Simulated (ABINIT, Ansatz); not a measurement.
# Be3N2 (R3m): G0W0 on several meshes in ABINIT

How does the mesh move the gap of Be3N2 (R3m)?

Program: ABINIT 10.8.3. Level of theory: LDA and many-body steps on it, plane waves. Results are calculated unless marked as measured.

## 1. Starting point

It takes space group R3m (No. 160, trigonal). The conventional cell has a = 2.840 Å, b = 2.840 Å, c = 14.599 Å, α = 90.00°, β = 90.00°, γ = 120.00°. Nearest to Be lie 3 N at 1.65 Å. Nearest to Be lie 4 N at 1.66 to 1.84 Å. Nearest to Be lie 4 N at 1.68 to 1.78 Å. N has 5 Be at 1.65 to 1.68 Å nearest. N has 6 Be at 1.78 to 1.84 Å nearest. Farther neighbours and most contacts between anions are not listed.

The cell and positions are those that the Materials Project relaxed with its own functionals (PBE, PBE+U or r2SCAN), kept fixed.

## 2. Empty states on the mesh, 4×4×4 mesh, 120 bands

This step: ABINIT 10.8.3; DFT, LDA, plane waves, norm-conserving pseudopotentials.

The sums over transitions need many empty states on a uniform mesh; this step solves for them.

run.abi

```
acell 3*1.0 Angstrom
rprim 
  1.419805055509 0.819724830995 4.866215662800
  -1.419805055509 0.819724830995 4.866215662800
  -0.000000000000 -1.639449661990 4.866215662800
ntypat 2
znucl 4 7
natom 5
typat 1 1 1 2 2
xred 
  0.859001080000 0.859001080000 0.859001080000
  0.317694560000 0.317694560000 0.317694560000
  0.088806770000 0.088806770000 0.088806770000
  0.204162680000 0.204162680000 0.204162680000
  0.708434910000 0.708434910000 0.708434910000
pp_dirpath "pseudos"
pseudos "Be.upf, N.upf"
ecut 38
ngkpt 4 4 4
nshiftk 1
shiftk 0 0 0
kptopt 1
chksymbreak 0
irdden 1
istwfk *1
nband 120
prtvol 0
optdriver 6
gwr_task "HDIAGO"
paral_kgb 0
occopt 1
indata_prefix "in"
outdata_prefix "out"
tmpdata_prefix "tmp"
```

Run with:

```sh
OMP_NUM_THREADS=1 mpirun -n 4 abinit run.abi > log
```

Numbers of over 12 decimals in the logs are rounded to 6 here.

Log:

```text
.Version 10.8.3 of ABINIT. v10.8.2 released Aug 2026.

 Symmetries : space group R3 m (#160); Bravais hR (rhombohedral)
[... echo of the input left out ...]
== DATASET  1 ==================================================================
-   mpi_nproc: 4, omp_nthreads: 1 (-1 if OMP is not activated)

--- !DatasetInfo
iteration_state: {dtset: 1, }
dimensions: {natom: 5, nkpt: 13, mband: 120, nsppol: 1, nspinor: 1, nspden: 1, mpw: 2590, }
cutoff_energies: {ecut:  38.0, pawecutdg:  -1.0, }
[...]
Indirect band gap semiconductor
 Fundamental gap:     2.731 (eV)
   VBM:     5.933 (eV) at k: [ 0.0000E+00,  0.0000E+00,  0.0000E+00]
   CBM:     8.664 (eV) at k: [ 5.0000E-01,  5.0000E-01,  0.0000E+00]
 Direct gap:         3.792 (eV) at k: [ 5.0000E-01,  5.0000E-01,  0.0000E+00]

== END DATASET(S) ==============================================================
================================================================================

 -outvars: echo values of variables after computation  --------
           etotal      0.0000000000E+00
            nband         120
             nkpt          13
          spgroup         160
 [... the other variables as echoed above ...]

 Calculation completed.
```

The job ended after 58 s (4 MPI ranks of Arm Neoverse V2, shared host; peak memory 1.7 GiB).

This step gave:

- gap: 2.731 eV
- k of the valence top: 0, 0, 0
- k of the conduction bottom: 0.5, 0.5, 0
- least direct gap: 3.792 eV
- k points computed: 13
- lowest point of the top converged band, above the valence top: 101.1136 eV

On this mesh the gap is 2.731 eV.

The density comes from a self-consistent run that is not shown.

## 3. Screening, 4×4×4 mesh, 52 bands, screening to 141.5 eV

The RPA dielectric matrix is built and inverted for each q.

This step: RPA screening on LDA, plane waves, norm-conserving pseudopotentials.

Edit run.abi of step 2 so:

```diff
@@ -23,10 +23,11 @@
 chksymbreak 0
-irdden 1
 istwfk *1
-nband 120
-prtvol 0
-optdriver 6
-gwr_task "HDIAGO"
-paral_kgb 0
 occopt 1
+irdwfk 1
+optdriver 3
+nband 52
+ecuteps 5.2
+inclvkb 2
+awtr 1
+symchi 1
 indata_prefix "in"
```

Log:

```text
.Version 10.8.3 of ABINIT. v10.8.2 released Aug 2026.

 Symmetries : space group R3 m (#160); Bravais hR (rhombohedral)
[... echo of the input left out ...]
== DATASET  1 ==================================================================
-   mpi_nproc: 4, omp_nthreads: 1 (-1 if OMP is not activated)

--- !DatasetInfo
iteration_state: {dtset: 1, }
dimensions: {natom: 5, nkpt: 13, mband: 52, nsppol: 1, nspinor: 1, nspden: 1, mpw: 2590, }
cutoff_energies: {ecut:  38.0, pawecutdg:  -1.0, }
electrons: {nelect:   2.20000000E+01, charge:   0.00000000E+00, occopt:   1.00000000E+00, tsmear:   1.00000000E-02, }

 SCREENING: Calculation of the susceptibility and dielectric matrices

 Based on a program developped by R.W. Godby, V. Olevano, G. Onida, and L. Reining.
 Incorporated in ABINIT by V. Olevano, G.-M. Rignanese, and M. Torrent.
.Using double precision arithmetic ; gwpc =  8

[... cell and pseudopotentials left out ...]
--------------------------------------------------------------------------------

 ==== K-mesh for the wavefunctions ====
 Number of points in the irreducible wedge :    13
[... list of points left out ...]
 Together with  6 symmetry operations and time-reversal symmetry
 yields    64 points in the full Brillouin Zone.

 ==== Q-mesh for the screening function ====
 Number of points in the irreducible wedge :    13
[... list of points left out ...]
 Together with  6 symmetry operations and time-reversal symmetry
 yields    64 points in the full Brillouin Zone.

 setmesh: FFT mesh size selected  =    40x   40x   40
          total number of points  =        64000

 vcoul_init : cutoff-mode = AUXILIARY_FUNCTION
 q-points for optical limit:   1
     1)      0.000010    0.000020    0.000030

- screening: taking advantage of time-reversal symmetry
- Maximum band index for partially occupied states nbvw = 11
- Remaining bands to be divided among processors   nbcw = 41
- Number of bands treated by each node ~10

 Number of electrons calculated from density =   22.0000; Expected =   22.0000
 average of density, n =  0.095937
 r_s =    1.3551
 omega_plasma =   29.8778 [eV]

 calculating chi0 at frequencies [eV] :
  1    0.000000E+00    0.000000E+00
  2    0.000000E+00    2.987782E+01

--------------------------------------------------------------------------------
  q-point number  1        q = ( 0.000000, 0.000000, 0.000000) [r.l.u.]
--------------------------------------------------------------------------------
[... chi0 elements left out ...]
 For q-point:  0.000010 0.000020 0.000030
  dielectric constant =   4.7641
  dielectric constant without local fields =   5.1741

  Average fulfillment of the sum rule on Im[epsilon] for q-point    1 :     56.60  [%]
[... wings left out ...]
  q-point number  2        q = ( 0.250000, 0.000000, 0.000000) [r.l.u.]
--------------------------------------------------------------------------------
[... chi0 elements left out ...]
  Average fulfillment of the sum rule on Im[epsilon] for q-point    2 :     66.92  [%]

 [... 11 further q-points ...]
```

It took 44 s on 4 MPI ranks; peak memory 1.5 GiB.

This step gave:

```yaml
eps_infinity_with_local_fields_on_this_mesh_along_the_program_s_q_direction: 4.764
the_same_without_local_fields: 5.174
plasma_frequency: 29.88 eV
plane_waves_in_the_screening_matrix: 129
```

Local fields lower ε∞ by 8 %.

## 4. 4×4×4

The self-energy is evaluated for the states that the input lists, and the levels follow from it, in one-shot runs by the linearised quasiparticle equation.

This step: G0W0 on LDA, plane waves, norm-conserving pseudopotentials.

Edit run.abi of step 3 so:

```diff
@@ -26,8 +26,17 @@
 irdwfk 1
-optdriver 3
+optdriver 4
 nband 52
+gwcalctyp 0
+ecutsigx 38
+symsigma 1
+nkptgw 2
+kptgw 
+  0.0000000000 0.0000000000 0.0000000000
+  0.5000000000 0.5000000000 0.0000000000
+bdgw 
+  10 13
+  10 13
 ecuteps 5.2
-inclvkb 2
-awtr 1
-symchi 1
+irdscr 1
+ppmodel 1
 indata_prefix "in"
```

Log:

```text
.Version 10.8.3 of ABINIT. v10.8.2 released Aug 2026.

 Symmetries : space group R3 m (#160); Bravais hR (rhombohedral)
[... echo of the input left out ...]
== DATASET  1 ==================================================================
-   mpi_nproc: 4, omp_nthreads: 1 (-1 if OMP is not activated)

--- !DatasetInfo
iteration_state: {dtset: 1, }
dimensions: {natom: 5, nkpt: 13, mband: 52, nsppol: 1, nspinor: 1, nspden: 1, mpw: 2590, }
cutoff_energies: {ecut:  38.0, pawecutdg:  -1.0, }
electrons: {nelect:   2.20000000E+01, charge:   0.00000000E+00, occopt:   1.00000000E+00, tsmear:   1.00000000E-02, }

 SIGMA: Calculation of the GW corrections

 Based on a program developped by R.W. Godby, V. Olevano, G. Onida, and L. Reining.
 Incorporated in ABINIT by V. Olevano, G.-M. Rignanese, and M. Torrent.
.Using double precision arithmetic ; gwpc =  8

[... cell and pseudopotentials left out ...]
--------------------------------------------------------------------------------

 ==== K-mesh for the wavefunctions ====
 Number of points in the irreducible wedge :    13
[... list of points left out ...]
 Together with  6 symmetry operations and time-reversal symmetry
 yields    64 points in the full Brillouin Zone.

 ==== Q-mesh for screening function ====
 Number of points in the irreducible wedge :    13
[... list of points left out ...]
 Together with  6 symmetry operations and time-reversal symmetry
 yields    64 points in the full Brillouin Zone.

 vcoul_init : cutoff-mode = AUXILIARY_FUNCTION
 q-points for optical limit:   1
     1)      0.000010    0.000020    0.000030
 setmesh: FFT mesh size selected  =    54x   54x   54
          total number of points  =       157464

 Number of electrons calculated from density =   22.0000; Expected =   22.0000
 average of density, n =  0.095937
 r_s =    1.3551
 omega_plasma =   29.8778 [eV]

 === KS Band Gaps ===
  >>>> For spin  1
   Minimum direct gap =   3.7920 [eV], located at k-point      :   0.5000  0.5000  0.0000
   Fundamental gap    =   2.7311 [eV], Top of valence bands at :   0.0000  0.0000  0.0000
                                       Bottom of conduction at :   0.5000  0.5000  0.0000
 SIGMA fundamental parameters:
 PLASMON POLE MODEL  1
 number of plane-waves for SigmaX                 2557
 number of plane-waves for SigmaC and W            129
 number of plane-waves for wavefunctions          2557
 number of bands                                    52
 number of independent spin polarizations            1
 number of spinorial components                      1
 number of k-points in IBZ                          13
 number of q-points in IBZ                          13
 number of symmetry operations                       6
 number of k-points in BZ                           64
 number of q-points in BZ                           64
 number of frequencies for dSigma/dE                 9
 frequency step for dSigma/dE [eV]                0.25
 number of omega for Sigma on real axis              0
 max omega for Sigma on real axis  [eV]           0.00
 zcut for avoiding poles [eV]                     0.10

 EPSILON^-1 parameters (SCR file):
 dimension of the eps^-1 matrix on file            129
 dimension of the eps^-1 matrix used               129
 number of plane-waves for wavefunctions          2557
 number of bands                                    52
 number of q-points in IBZ                          13
 number of frequencies                               2
 number of real frequencies                          1
 number of imag frequencies                          1

 matrix elements of self-energy operator (all in [eV])

 Perturbative Calculation

--- !SelfEnergy_ee
iteration_state: {dtset: 1, }
kpoint     : [   0.000,    0.000,    0.000, ]
spin       : 1
KS_gap     :    6.136
QP_gap     :    7.716
Delta_QP_KS:    1.580
data: !SigmaeeData |
     Band     E0 <VxcDFT>   SigX SigC(E0)      Z dSigC/dE  Sig(E)    E-E0       E
       10   5.933 -17.556 -21.694   3.619   0.807  -0.239 -17.975  -0.419   5.514
       11   5.933 -17.556 -21.694   3.619   0.807  -0.239 -17.975  -0.419   5.514
       12  12.069 -13.924  -8.230  -4.281   0.821  -0.217 -12.764   1.160  13.229
       13  13.753 -13.224  -6.984  -4.424   0.831  -0.203 -11.714   1.510  15.263

--- !SelfEnergy_ee
iteration_state: {dtset: 1, }
kpoint     : [   0.500,    0.500,    0.000, ]
spin       : 1
KS_gap     :    3.792
QP_gap     :    5.251
Delta_QP_KS:    1.459
data: !SigmaeeData |
     Band     E0 <VxcDFT>   SigX SigC(E0)      Z dSigC/dE  Sig(E)    E-E0       E
       10   4.591 -16.867 -21.327   3.787   0.805  -0.242 -17.408  -0.541   4.050
       11   4.872 -16.774 -20.801   3.479   0.805  -0.242 -17.216  -0.442   4.431
       12   8.664 -11.330  -6.467  -3.657   0.844  -0.185 -10.313   1.018   9.682
       13  13.575 -11.850  -5.860  -4.316   0.842  -0.188 -10.441   1.409  14.984

== END DATASET(S) ==============================================================
================================================================================

 -outvars: echo values of variables after computation  --------
           etotal      0.0000000000E+00
            nband          52
             nkpt          13
          spgroup         160
 [... the other variables as echoed above ...]

 Calculation completed.
```

Wall time 5.3 s (4 MPI ranks); peak memory 0.67 GiB.

Numbers from this step:

```yaml
g0w0_gap_on_the_points_computed: 4.168 eV
starting_gap_on_the_mesh: 2.731 eV
k_of_the_valence_top: 0, 0, 0
k_of_the_conduction_bottom: 0.5, 0.5, 0
z_at_the_valence_top: 0.807
z_at_the_conduction_bottom: 0.844
least_direct_g0w0_gap_on_the_computed_points: 5.251 eV
```

The gap on the mesh goes from 2.73 eV to 4.17 eV, a correction of +1.44 eV.

## 5. Empty states on the mesh, 6×6×6 mesh, 56 bands

This step: DFT, LDA, plane waves, norm-conserving pseudopotentials.

Edit run.abi of step 4 so:

```diff
@@ -18,3 +18,3 @@
 ecut 38
-ngkpt 4 4 4
+ngkpt 6 6 6
 nshiftk 1
@@ -23,20 +23,10 @@
 chksymbreak 0
+iscf -2
+irdden 1
 istwfk *1
-occopt 1
-irdwfk 1
-optdriver 4
-nband 52
-gwcalctyp 0
-ecutsigx 38
-symsigma 1
-nkptgw 2
-kptgw 
-  0.0000000000 0.0000000000 0.0000000000
-  0.5000000000 0.5000000000 0.0000000000
-bdgw 
-  10 13
-  10 13
-ecuteps 5.2
-irdscr 1
-ppmodel 1
+nband 56
+nbdbuf 4
+tolwfr 1e-09
+nstep 60
+prtvol 0
 indata_prefix "in"
```

Log:

```text
.Version 10.8.3 of ABINIT. v10.8.2 released Aug 2026.

 Symmetries : space group R3 m (#160); Bravais hR (rhombohedral)
[... echo of the input left out ...]
== DATASET  1 ==================================================================
-   mpi_nproc: 4, omp_nthreads: 1 (-1 if OMP is not activated)

--- !DatasetInfo
iteration_state: {dtset: 1, }
dimensions: {natom: 5, nkpt: 32, mband: 56, nsppol: 1, nspinor: 1, nspden: 1, mpw: 2589, }
cutoff_energies: {ecut:  38.0, pawecutdg:  -1.0, }
[...]
1.81357    1.85218    1.92795    1.92795    1.98026    2.15108    2.15108    2.20599
   2.32582    2.32582    2.34902    2.34902    2.43633    2.43637    2.45723    2.48621
 prteigrs : prtvol=0 or 1, do not print more k-points.

== END DATASET(S) ==============================================================
================================================================================

 -outvars: echo values of variables after computation  --------
            nband          56
             nkpt          32
          spgroup         160
 [... the other variables as echoed above ...]

 Calculation completed.
```

Run time: 33 s. Hardware: 4 MPI ranks; peak memory 0.37 GiB; 2.2 min of CPU time.

Numbers from this step:

```yaml
gap: 2.731 eV
k_of_the_valence_top: 0, 0, 0
k_of_the_conduction_bottom: 0.5, 0.5, 0
least_direct_gap: 3.792 eV
k_points_computed: 32
lowest_point_of_the_top_converged_band_above_the_valence_top: 51.8660 eV
```

On this mesh the gap is 2.731 eV.

[end of part 1 of 2]

[Paths, hosts, dates, memory and timing lines, banners, echoed tables and standing remarks are left out of the program output.]

[Logs are printed without paths, hosts, clocks, repeated set-up lines and the standing remarks that a program may print on its own settings, such as how far it seeks lower states.]

[Runs of the session that timed out or met a known fault of the program may be left out.]

[Hosts, paths, dates, database ids (printed as entryN), source tags and the programs' standing remarks are cut or masked in the printed files.]

[G0W0 gaps are taken among the corrected bands and points alone; a level outside them can change the order at an edge.]

[Where Ansatz stands beside ABINIT at settings called matched, ABINIT's density can come from a denser mesh and the files from another edition; pairs whose starting gaps differed by over 0.03 eV were left out, so agreement reads better than it is.]
